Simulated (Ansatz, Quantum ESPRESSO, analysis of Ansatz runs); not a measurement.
## Migration in Li2CdCl4 (Imma): V_Cd hop (3.8 Å), charge −2

How high is the barrier when Cd changes place in Li2CdCl4 (Imma)? The case: V_Cd hop (3.8 Å), charge −2, in a cell of 56 host atoms with 1 Cd taken out.

Method: plane-wave PAW DFT, PBEsol; nudged elastic band between two relaxed defect structures at fixed charge in a uniform background, in Ansatz 0.2.0.

## (1) Starting point

The cell holds 55 atoms: 16 Li, 7 Cd and 32 Cl. Its edges and angles: a = 12.949 Å, b = 12.809 Å, c = 10.609 Å, α = 66.4°, β = 65.0°, γ = 48.6°. It derives from Li2CdCl4 (space group Imma). Nearest the centre at fractional (0.125, 0.875, 0.625): Cl39 at 1.82 Å, Cl28 at 1.82 Å, Cd17 at 1.91 Å, Cl27 at 3.11 Å, Cl32 at 3.11 Å, Li12 at 3.20 Å, Li5 at 3.20 Å, Cl52 at 3.28 Å. The cell carries charge −2.

The cell's shortest repeat is 10.6 Å.

## (2) Relaxation of the start point, charge −2

A barrier is counted from a minimum, so both ends are relaxed first. Small random displacements break the symmetry of the ideal sites, so that the defect can distort if it gains by it. The charge of −2 is set by the electron count, and a uniform background keeps the cell neutral.

The input, qm2.start/input.yaml:

```yaml
crystal:
  lattice:
    - [0.0, 7.62069338, 10.46883164]
    - [7.38023042, 0.0, 10.46883164]
    - [7.38023042, 7.62069338, 0.0]
  atoms:
    - { symbol: Li, position: [0.19605462, 0.44605462, 0.05394538] }
    - { symbol: Li, position: [0.44605462, 0.69605462, 0.30394538] }
    - { symbol: Li, position: [0.69605462, 0.94605462, 0.55394538] }
    - { symbol: Li, position: [0.94605462, 0.19605462, 0.80394538] }
    - { symbol: Li, position: [0.125, 0.625, 0.625] }
    - { symbol: Li, position: [0.375, 0.875, 0.875] }
    - { symbol: Li, position: [0.625, 0.125, 0.125] }
    - { symbol: Li, position: [0.875, 0.375, 0.375] }
    - { symbol: Li, position: [0.125, 0.125, 0.125] }
    - { symbol: Li, position: [0.375, 0.375, 0.375] }
    - { symbol: Li, position: [0.625, 0.625, 0.625] }
    - { symbol: Li, position: [0.875, 0.875, 0.875] }
    - { symbol: Li, position: [0.05394538, 0.80394538, 0.19605462] }
    - { symbol: Li, position: [0.30394538, 0.05394538, 0.44605462] }
    - { symbol: Li, position: [0.55394538, 0.30394538, 0.69605462] }
    - { symbol: Li, position: [0.80394538, 0.55394538, 0.94605462] }
    - { symbol: Cd, position: [0.0, 0.0, 0.5] }
    - { symbol: Cd, position: [0.25, 0.25, 0.75] }
    - { symbol: Cd, position: [0.5, 0.5, 0.0] }
    - { symbol: Cd, position: [0.75, 0.75, 0.25] }
    - { symbol: Cd, position: [0.0, 0.5, 0.5] }
    - { symbol: Cd, position: [0.5, 0.0, 0.0] }
    - { symbol: Cd, position: [0.75, 0.25, 0.25] }
    - { symbol: Cl, position: [0.13698115, 0.11817834, 0.88182166] }
    - { symbol: Cl, position: [0.38698115, 0.36817834, 0.13182166] }
    - { symbol: Cl, position: [0.63698115, 0.61817834, 0.38182166] }
    - { symbol: Cl, position: [0.88698115, 0.86817834, 0.63182166] }
    - { symbol: Cl, position: [0.24656242, 0.7496538, 0.50343758] }
    - { symbol: Cl, position: [0.49656242, 0.9996538, 0.75343758] }
    - { symbol: Cl, position: [0.74656242, 0.2496538, 0.00343758] }
    - { symbol: Cl, position: [0.99656242, 0.4996538, 0.25343758] }
    - { symbol: Cl, position: [0.11817834, 0.63698115, 0.86301885] }
    - { symbol: Cl, position: [0.36817834, 0.88698115, 0.11301885] }
    - { symbol: Cl, position: [0.61817834, 0.13698115, 0.36301885] }
    - { symbol: Cl, position: [0.86817834, 0.38698115, 0.61301885] }
    - { symbol: Cl, position: [0.2496538, 0.24656242, 0.0003462] }
    - { symbol: Cl, position: [0.4996538, 0.49656242, 0.2503462] }
    - { symbol: Cl, position: [0.7496538, 0.74656242, 0.5003462] }
    - { symbol: Cl, position: [0.9996538, 0.99656242, 0.7503462] }
    - { symbol: Cl, position: [0.0003462, 0.00343758, 0.2496538] }
    - { symbol: Cl, position: [0.2503462, 0.25343758, 0.4996538] }
    - { symbol: Cl, position: [0.5003462, 0.50343758, 0.7496538] }
    - { symbol: Cl, position: [0.7503462, 0.75343758, 0.9996538] }
    - { symbol: Cl, position: [0.13182166, 0.61301885, 0.38698115] }
    - { symbol: Cl, position: [0.38182166, 0.86301885, 0.63698115] }
    - { symbol: Cl, position: [0.63182166, 0.11301885, 0.88698115] }
    - { symbol: Cl, position: [0.88182166, 0.36301885, 0.13698115] }
    - { symbol: Cl, position: [0.00343758, 0.5003462, 0.74656242] }
    - { symbol: Cl, position: [0.25343758, 0.7503462, 0.99656242] }
    - { symbol: Cl, position: [0.50343758, 0.0003462, 0.24656242] }
    - { symbol: Cl, position: [0.75343758, 0.2503462, 0.49656242] }
    - { symbol: Cl, position: [0.11301885, 0.13182166, 0.36817834] }
    - { symbol: Cl, position: [0.36301885, 0.38182166, 0.61817834] }
    - { symbol: Cl, position: [0.61301885, 0.63182166, 0.86817834] }
    - { symbol: Cl, position: [0.86301885, 0.88182166, 0.11817834] }
total_charge: -2
basis:
  ecutwfc: 420
  xc_grid: 2
hamiltonian:
  xc: pbesol
kpoints:
  mp_grid: { grid: [1, 1, 1], shift: [0.25, 0.25, 0.25] }
scf:
  occupations: { method: fixed }
  max_iter: 150
output:
  forces: true
relax:
  f_tol: 0.02
  max_steps: 70
  random_displacement: { amplitude: 0.03, seed: 1192 }
```

Started as:

```console
> ansatz run input.yaml --threads 16 --pin off --max-ram 26378MiB --backend cpu --events-out ev --progress --plain --runs-dir out
```

Numbers of over 12 decimals in the logs are rounded to 6 here.

What it wrote:

```text
[... repeated set-up lines and file paths are left out, and long positions are rounded to six places ...]
The last accepted step is kept in <dir> (removed where the run ends without a failure and the disk answers)
Engine: ansatz 0.2.0, x86_64-unknown-linux-gnu
Pseudopotentials: kind: paw
Pseudopotential: Li, paw, valence charge 3, recommended cutoff 420 eV (normal), Li.paw.azcp
Pseudopotential: Cd, paw, valence charge 20, recommended cutoff 420 eV (normal), Cd.paw.azcp
Pseudopotential: Cl, paw, valence charge 7, recommended cutoff 420 eV (normal), Cl.paw.azcp
Functional definition: PBEsol
  exchange = pbesol_x
  correlation = pbesol_c
Crystal: 55 atoms, lattice volume = 1177.586 Å³
Basis set: ecut = 420 eV, 23051 PW (Γ), exchange–correlation on 180×180×144 points (8 copies of the dense FFT grid, shifted against one another)
Bands: 262, of which v1, the nominal top of the filled ones, is band 207 counted from 1 (206 counted from 0)
Symmetry: 1 space group operations
k-points: 1
Non-local potential: Li, projectors of the file, l = 0: 3, l = 1: 2, l = 2: 1
Non-local potential: Cd, projectors of the file, l = 0: 3, l = 1: 2, l = 2: 2, l = 3: 1
Non-local potential: Cl, projectors of the file, l = 0: 2, l = 1: 2, l = 2: 2
PAW form: soft (Blöchl's): semilocal exchange-correlation on the pseudo side does not see the compensation charge
PAW frozen core: Cd, regenerated for the run's functional, and the local potential with it (the file was generated under x = pbe(κ = 0.804, μ = 0.219515), c = pbe(β = 0.066725))
PAW frozen core: Cl, regenerated for the run's functional, and the local potential with it (the file was generated under x = pbe(κ = 0.804, μ = 0.219515), c = pbe(β = 0.066725))
PAW one-centre angular grid: Li, 110 points (default); XC on 64 Gauss nodes
PAW one-centre angular grid: Cd, 590 points (default); XC on 64 Gauss nodes
PAW one-centre angular grid: Cl, 110 points (default); XC on 64 Gauss nodes
Initial density: superposition of atomic densities (neutral atoms scaled as one to the charged cell's electrons: chi_scale 0, normalization atom), corrected by the library's trained network
Initial wavefunctions: pseudopotential atomic-orbital guess
Functional: x = pbesol(κ = 0.804, μ = 0.123457), c = pbesol(β = 0.046)
SCF iter   1: F=—  HF=-94556.839825 eV  |F-HF|=—  |Δ(HF+E_count)|=         —  Δρ=1.56e-2  dr2=3.79e0  ethr=1.77e-3  ⟨swp⟩=5.0  Hψ=752  notcnv=0  defer=53
preconditioner: auto → Resta (q_TF=auto, 2.292 Å⁻¹)  ε∞=3.4  [insulator: Δε(μ)=3.543 eV  Ē_g=12.563 eV  n_scr=242 (ndim 8)  ℏωp=19.5 eV  f_vac=0.061  ε∞_Penn≈3.4]
SCF iter   2: F=—  HF=-94555.635111 eV  |F-HF|=—  |Δ(HF+E_count)|=    1.20e0  Δρ=3.39e-3  dr2=3.16e-1  ethr=9.16e-4  ⟨swp⟩=3.0  Hψ=480  notcnv=0  defer=53
SCF iter   3: F=—  HF=-94555.543440 eV  |F-HF|=—  |Δ(HF+E_count)|=   9.17e-2  Δρ=1.49e-3  dr2=5.82e-2  ethr=7.63e-5  ⟨swp⟩=3.0  Hψ=409  notcnv=0  defer=53
SCF iter   4: F=—  HF=-94555.530002 eV  |F-HF|=—  |Δ(HF+E_count)|=   1.34e-2  Δρ=4.18e-4  dr2=3.48e-3  ethr=1.41e-5  ⟨swp⟩=3.0  Hψ=470  notcnv=0  defer=53
SCF iter   5: F=—  HF=-94555.532078 eV  |F-HF|=—  |Δ(HF+E_count)|=   2.08e-3  Δρ=1.15e-4  dr2=2.21e-4  ethr=8.40e-7  ⟨swp⟩=2.0  Hψ=411  notcnv=0  defer=53
SCF iter   6: F=—  HF=-94555.532310 eV  |F-HF|=—  |Δ(HF+E_count)|=   2.32e-4  Δρ=3.63e-5  dr2=1.60e-5  ethr=5.34e-8  ⟨swp⟩=2.0  Hψ=351  notcnv=0  defer=53
SCF iter   7: F=-94555.532329 eV  HF=-94555.532328 eV  |F-HF|=5.76e-7  |Δ(HF+E_count)|=   1.80e-5  Δρ=1.25e-5  dr2=2.64e-6  ethr=2.42e-9  ⟨swp⟩=4.0  Hψ=776  notcnv=0
SCF 1 converged in 7 iterations: F = -94555.532329 eV  dr2 = 2.64e-6
  greatest PAW one-centre occupation: 1.000 electrons in one spin orbital (limit 2), on the Cd atom at site 16 (counted from 0), in its partial waves of l = 0
relax step   1: F+E_penalty+E_count = -94555.53232886 eV  Δ(F+E_penalty+E_count) = +0.000e0 eV  max|allowed force component| = 1.230e0 eV/Å  Δτ_max = 0.0000 Å  (7 SCF iters, dr2 threshold 1.00e-5 eV, accepted)
[... the SCF cycles and remarks between the steps are left out from here to the last step ...]
relax step   2: F+E_penalty+E_count = -94556.30783778 eV  Δ(F+E_penalty+E_count) = -7.755e-1 eV  max|allowed force component| = 2.749e-1 eV/Å  Δτ_max = 0.1990 Å  (5 SCF iters, dr2 threshold 9.45e-5 eV, accepted)
relax step   3: F+E_penalty+E_count = -94556.41053828 eV  Δ(F+E_penalty+E_count) = -1.027e-1 eV  max|allowed force component| = 7.702e-2 eV/Å  Δτ_max = 0.0843 Å  (6 SCF iters, dr2 threshold 4.72e-6 eV, accepted)
relax step   4: F+E_penalty+E_count = -94556.39711487 eV  Δ(F+E_penalty+E_count) = +1.342e-2 eV  max|allowed force component| = 9.610e-2 eV/Å  Δτ_max = 0.1956 Å  (8 SCF iters, rejected (line search))
relax step   5: F+E_penalty+E_count = -94556.41038245 eV  Δ(F+E_penalty+E_count) = +1.558e-4 eV  max|allowed force component| = 1.523e-1 eV/Å  Δτ_max = 0.0814 Å  (7 SCF iters, rejected (line search))
relax step   6: F+E_penalty+E_count = -94556.41053891 eV  Δ(F+E_penalty+E_count) = -6.300e-7 eV  max|allowed force component| = 7.764e-2 eV/Å  Δτ_max = 0.0000 Å  (7 SCF iters, accepted)
relax step   7: F+E_penalty+E_count = -94556.41046969 eV  Δ(F+E_penalty+E_count) = +6.922e-5 eV  max|allowed force component| = 1.521e-1 eV/Å  Δτ_max = 0.0812 Å  (7 SCF iters, dr2 threshold 4.73e-7 eV, rejected (line search))
relax step   8: F+E_penalty+E_count = -94556.42614513 eV  Δ(F+E_penalty+E_count) = -1.561e-2 eV  max|allowed force component| = 2.186e-2 eV/Å  Δτ_max = 0.0396 Å  (7 SCF iters, accepted)
SCF iter   1: F=—  HF=-94556.432126 eV  |F-HF|=—  |Δ(HF+E_count)|=         —  Δρ=1.31e-3  dr2=1.70e-2  ethr=4.51e-5  ⟨swp⟩=3.0  Hψ=421  notcnv=0  defer=53
SCF iter   2: F=—  HF=-94556.428367 eV  |F-HF|=—  |Δ(HF+E_count)|=   3.76e-3  Δρ=5.49e-4  dr2=2.58e-3  ethr=4.10e-6  ⟨swp⟩=2.0  Hψ=470  notcnv=0  defer=53
SCF iter   3: F=—  HF=-94556.428314 eV  |F-HF|=—  |Δ(HF+E_count)|=   5.24e-5  Δρ=1.31e-4  dr2=1.63e-4  ethr=6.22e-7  ⟨swp⟩=2.0  Hψ=406  notcnv=0  defer=52
SCF iter   4: F=—  HF=-94556.428291 eV  |F-HF|=—  |Δ(HF+E_count)|=   2.32e-5  Δρ=1.79e-5  dr2=4.81e-6  ethr=3.93e-8  ⟨swp⟩=2.0  Hψ=380  notcnv=0  defer=48
SCF iter   5: F=—  HF=-94556.429596 eV  |F-HF|=—  |Δ(HF+E_count)|=   1.31e-3  Δρ=7.19e-6  dr2=7.03e-7  ethr=1.16e-9  ⟨swp⟩=2.0  Hψ=408  notcnv=0  defer=48
SCF iter   6: F=-94556.429597 eV  HF=-94556.429597 eV  |F-HF|=3.70e-8  |Δ(HF+E_count)|=   4.55e-7  Δρ=3.18e-6  dr2=9.87e-8  ethr=2.42e-11  ⟨swp⟩=2.0  Hψ=892  notcnv=0
SCF 9 converged in 6 iterations: F = -94556.429597 eV  dr2 = 9.87e-8
relax step   9: F+E_penalty+E_count = -94556.42959690 eV  Δ(F+E_penalty+E_count) = -3.452e-3 eV  max|allowed force component| = 3.606e-3 eV/Å  Δτ_max = 0.0418 Å  (6 SCF iters, accepted)
SCF converged after 6 iterations
Free energy (F): -94556.429597 eV
Harris-Foulkes:  -94556.429597 eV  (|F-HF|=3.70e-8)
Internal energy: -94556.429597 eV  (E = F + TS)
E sigma→0 (E₀):  -94556.429597 eV
Fermi energy:    2.572608 eV
--- Per-component energies (eV) ---
  E_band       = -5987.189915
  E_kinetic    = 9057.070769
  E_local      = -44926.326564  (includes V_loc(G=0)·N_el)
  E_nonlocal   = 670.273179
  E_hartree    = 19391.715671
  E_xc         = -4802.935121
  E_vxc        = -5669.493258  (∫ρ·V_xc dr)
  E_paw        = -48964.543139  (= ΣΔE_a)
  E_vpaw       = -3902.165439  (= ΣTr[D̂ρ^β])
  E_aug_tail   = 0.003298  (compensation charges beyond the density's cutoff)
  E_ewald      = -24986.591236
  E_core_change = 4.903545  (= ΣΔE_core)
  E_smearing   = -0.000000  (= −TS)
  E_closure    = -0.000000  (closes the sum)
  E_deformation_potential = -21.199580  (in the stress; not in F)
  Σ components = -94556.429597   (vs F -94556.429597, Δ=0.00e0)
--- Forces (eV/Å), atoms counted from 1 ---
  atom   1  Li    -0.00035275     0.00091657    -0.00052929
  atom   2  Li    -0.00119498    -0.00209507    -0.00099496
  [... 2 atoms left out ...]
  atom   5  Li    -0.00147410     0.00279365     0.00063981
  [... 6 atoms left out ...]
  atom  12  Li    -0.00026121     0.00358410     0.00002677
  [... 1 atom left out ...]
  atom  14  Li     0.00039077    -0.00139298     0.00074624
  [... 2 atoms left out ...]
  atom  17  Cd    -0.00118501    -0.00327029     0.00196561
  [... 9 atoms left out ...]
  atom  27  Cl    -0.00003935     0.00078841     0.00238952
  atom  28  Cl    -0.00038213     0.00161574    -0.00224061
  [... 3 atoms left out ...]
  atom  32  Cl    -0.00048735     0.00099619     0.00189181
  [... 6 atoms left out ...]
  atom  39  Cl    -0.00012578     0.00177214    -0.00167067
  [... 5 atoms left out ...]
  atom  45  Cl    -0.00047030    -0.00130425    -0.00221499
  [... 6 atoms left out ...]
  atom  52  Cl     0.00036580     0.00104548     0.00140309
  [... 3 atoms left out ...]
  max |Σ_I F_I| component: 1.88e-5 eV/Å
--- Relaxed structure (9 steps of the walk, 6 accepted, 0 SCFs on fresh bases) ---
  F+E_penalty+E_count = -94556.42959690 eV   max|allowed force component| = 3.606e-3 eV/Å
  atoms:
    - { symbol: Li, position: [0.193417, 0.451804, 0.048498] }
    - { symbol: Li, position: [0.438462, 0.697768, 0.304858] }
    [... 2 atoms left out ...]
    - { symbol: Li, position: [0.137557, 0.628271, 0.636162] }
    [... 6 atoms left out ...]
    - { symbol: Li, position: [0.901521, 0.864387, 0.872001] }
    [... 1 atom left out ...]
    - { symbol: Li, position: [0.306600, 0.048625, 0.451436] }
    [... 2 atoms left out ...]
    - { symbol: Cd, position: [0.014046, -0.010037, 0.510035] }
    [... 9 atoms left out ...]
    - { symbol: Cl, position: [0.885698, 0.869165, 0.631011] }
    - { symbol: Cl, position: [0.247809, 0.747912, 0.494290] }
    [... 3 atoms left out ...]
    - { symbol: Cl, position: [0.112110, 0.632074, 0.868401] }
    [... 6 atoms left out ...]
    - { symbol: Cl, position: [0.989065, 1.006672, 0.751891] }
    [... 5 atoms left out ...]
    - { symbol: Cl, position: [0.387895, 0.868440, 0.631582] }
    [... 6 atoms left out ...]
    - { symbol: Cl, position: [0.114788, 0.134981, 0.365152] }
    [... 3 atoms left out ...]
```

Run time: 16 s. Hardware: 16 threads of Intel Xeon 6975P-C (Granite Rapids), shared host; peak memory 2.1 GiB.

Relaxation path:

```csv
step,energy less that of the first step (eV),largest force component (eV/Å)
1,0.0000,1.2299
2,-0.7755,0.2748
3,-0.8782,0.0770
4,-0.8648,0.0961
5,-0.8781,0.1523
6,-0.8782,0.0776
7,-0.8781,0.1521
8,-0.8938,0.0219
9,-0.8973,0.0036
```

Relaxation steps 4, 5, 7 were tried and not accepted.

The atoms that moved most (Å, from the sites as typed, ahead of the random displacement, the mean shift of all atoms taken out):

```csv
atom,dx,dy,dz,length
Li5,0.106,0.181,0.163,0.266
Li11,0.103,-0.180,-0.166,0.265
Li12,-0.101,0.180,0.164,0.263
Li6,-0.105,-0.179,-0.163,0.263
Cd19,0.000,-0.184,-0.040,0.188
Cd17,-0.001,0.184,0.039,0.188
Cl32,0.003,-0.005,-0.118,0.118
Cl45,-0.001,0.006,0.118,0.118
```

Neighbours of Cd17 at the end:

```csv
atom,distance (Å)
Cl39,2.526
Cl28,2.527
Cl52,2.595
Cl27,2.609
Cl40,2.730
Cl51,2.736
Li5,3.586
Li12,3.588
```

Numbers from this step:

* free energy: -94556.4296 eV
* r.m.s. move of the farther half of the atoms: 0.04941 Å
* largest move from the ideal geometry of this structure, a common shift of the far atoms taken out: 0.2875 Å

The relaxation gained 0.897 eV and ended with a largest force component of 0.0036 eV/Å.

## (3) Relaxation of the end point, charge −2

The end point is relaxed in the same cell and settings, so that the two energies compare. Atoms more than 3.2 Å from the middle of the hop start where the first relaxation left them, the nearer ones on or close to their ideal places, with small random displacements.

The input, qm2.end/input.yaml:

```yaml
crystal:
  lattice:
    - [0.0, 7.62069338, 10.46883164]
    - [7.38023042, 0.0, 10.46883164]
    - [7.38023042, 7.62069338, 0.0]
  atoms:
    - { symbol: Li, position: [0.19361132, 0.45094154, 0.04926611] }
    - { symbol: Li, position: [0.43865635, 0.69690542, 0.30562599] }
[... 1 atom line left out ...]
    - { symbol: Li, position: [0.9411874, 0.19459326, 0.80321394] }
    - { symbol: Li, position: [0.13775109, 0.6274081, 0.63693077] }
[... 6 atom lines left out ...]
    - { symbol: Li, position: [0.90171533, 0.86352462, 0.87276888] }
[... 1 atom line left out ...]
    - { symbol: Li, position: [0.30679425, 0.04776291, 0.45220454] }
[... 2 atom lines left out ...]
    - { symbol: Cd, position: [0.25, -0.25, 0.75] }
[... 9 atom lines left out ...]
    - { symbol: Cl, position: [0.88698115, 0.86817834, 0.63182166] }
    - { symbol: Cl, position: [0.24656242, 0.7496538, 0.50343758] }
[... 3 atom lines left out ...]
    - { symbol: Cl, position: [0.11817834, 0.63698115, 0.86301885] }
[... 6 atom lines left out ...]
    - { symbol: Cl, position: [0.9996538, 0.99656242, 0.7503462] }
[... 5 atom lines left out ...]
    - { symbol: Cl, position: [0.3880894, 0.86757736, 0.63234998] }
[... 6 atom lines left out ...]
    - { symbol: Cl, position: [0.11498249, 0.13411815, 0.36592008] }
[... 2 atom lines left out ...]
    - { symbol: Cl, position: [0.86328278, 0.88129944, 0.12358085] }
total_charge: -2
basis:
  ecutwfc: 420
  xc_grid: 2
hamiltonian:
  xc: pbesol
kpoints:
  mp_grid: { grid: [1, 1, 1], shift: [0.25, 0.25, 0.25] }
scf:
  occupations: { method: fixed }
  max_iter: 150
output:
  forces: true
relax:
  f_tol: 0.02
  max_steps: 70
  random_displacement: { amplitude: 0.01, seed: 1192 }
```

What it wrote:

```text
[...]
Crystal: 55 atoms, lattice volume = 1177.586 Å³
Basis set: ecut = 420 eV, 23051 PW (Γ), exchange–correlation on 180×180×144 points (8 copies of the dense FFT grid, shifted against one another)
Bands: 262, of which v1, the nominal top of the filled ones, is band 207 counted from 1 (206 counted from 0)
Symmetry: 1 space group operations
k-points: 1
[...]
SCF iter   1: F=—  HF=-94556.578128 eV  |F-HF|=—  |Δ(HF+E_count)|=         —  Δρ=1.56e-2  dr2=3.73e0  ethr=1.77e-3  ⟨swp⟩=5.0  Hψ=754  notcnv=0  defer=53
[...]
SCF iter   7: F=-94555.286765 eV  HF=-94555.286765 eV  |F-HF|=2.80e-7  |Δ(HF+E_count)|=   1.79e-5  Δρ=1.40e-5  dr2=2.74e-6  ethr=2.42e-9  ⟨swp⟩=4.0  Hψ=796  notcnv=0
SCF 1 converged in 7 iterations: F = -94555.286765 eV  dr2 = 2.74e-6
[...]
--- Relaxed structure (5 steps of the walk, 5 accepted, 0 SCFs on fresh bases) ---
  F+E_penalty+E_count = -94556.42974343 eV   max|allowed force component| = 1.327e-2 eV/Å
  atoms:
    - { symbol: Li, position: [0.195082, 0.447228, 0.052931] }
    - { symbol: Li, position: [0.445299, 0.690664, 0.311566] }
[...]
- { symbol: Li, position: [0.113609, 0.651885, 0.612788] }
[...]
- { symbol: Li, position: [0.878055, 0.887560, 0.848242] }
    [... 1 atom left out ...]
    - { symbol: Li, position: [0.299446, 0.056206, 0.443799] }
[...]
- { symbol: Cd, position: [0.240043, -0.236225, 0.736488] }
[...]
- { symbol: Cl, position: [0.881676, 0.862598, 0.637634] }
    - { symbol: Cl, position: [0.256575, 0.738534, 0.503091] }
[...]
- { symbol: Cl, position: [0.118578, 0.635976, 0.864162] }
    [... 6 atoms left out ...]
    - { symbol: Cl, position: [0.997863, 0.997420, 0.760928] }
    [... 5 atoms left out ...]
    - { symbol: Cl, position: [0.385182, 0.864405, 0.635684] }
    [... 6 atoms left out ...]
    - { symbol: Cl, position: [0.119165, 0.136361, 0.363388] }
    [... 3 atoms left out ...]
[key lines of the parts left out:]
SCF converged after 7 iterations
Free energy (F): -94556.429743 eV
Fermi energy:    2.577770 eV
```

The job ended after 8.5 s (16 threads; peak memory 2.1 GiB).

Step by step:

```csv
step,energy less that of the first step (eV),largest force component (eV/Å)
1,0.0000,1.0600
2,-0.9264,0.3586
3,-1.1031,0.1090
4,-1.1387,0.0568
5,-1.1430,0.0133
```

The atoms that moved most (Å, from the sites as typed, ahead of the random displacement):

```csv
atom,dx,dy,dz,length
Li5,0.002,-0.368,0.003,0.368
Li12,-0.004,-0.367,0.003,0.367
Li8,-0.122,0.169,-0.136,0.249
Li9,0.117,0.167,-0.140,0.248
Li11,-0.117,0.160,0.142,0.243
Li6,0.117,0.158,0.140,0.241
Cd23,-0.001,0.183,-0.039,0.187
Cd19,-0.001,0.182,0.042,0.186
```

Neighbours of Cd17 at the end:

```csv
atom,distance (Å)
Cl28,2.526
Cl39,2.528
Cl45,2.595
Cl32,2.610
Cl49,2.728
Cl42,2.734
Li12,3.588
Li5,3.589
```

Numbers from this step:

| Quantity | Value |
| --- | --- |
| free energy | -94556.4297 eV |
| r.m.s. move of the farther half of the atoms | 0.04933 Å |
| largest move from the ideal geometry of this structure, a common shift of the far atoms taken out | 0.2917 Å |

The relaxation gained 1.143 eV and ended with a largest force component of 0.013 eV/Å. The end lies within 1 meV of the start.

(Continued in part 2 of 3.)

[Logs are printed without paths, hosts, clocks, repeated set-up lines and the standing remarks that a program may print on its own settings, such as how far it seeks lower states.]

[Hosts, paths, dates, database ids (printed as entryN), source tags and the programs' standing remarks are cut or masked in the printed files.]
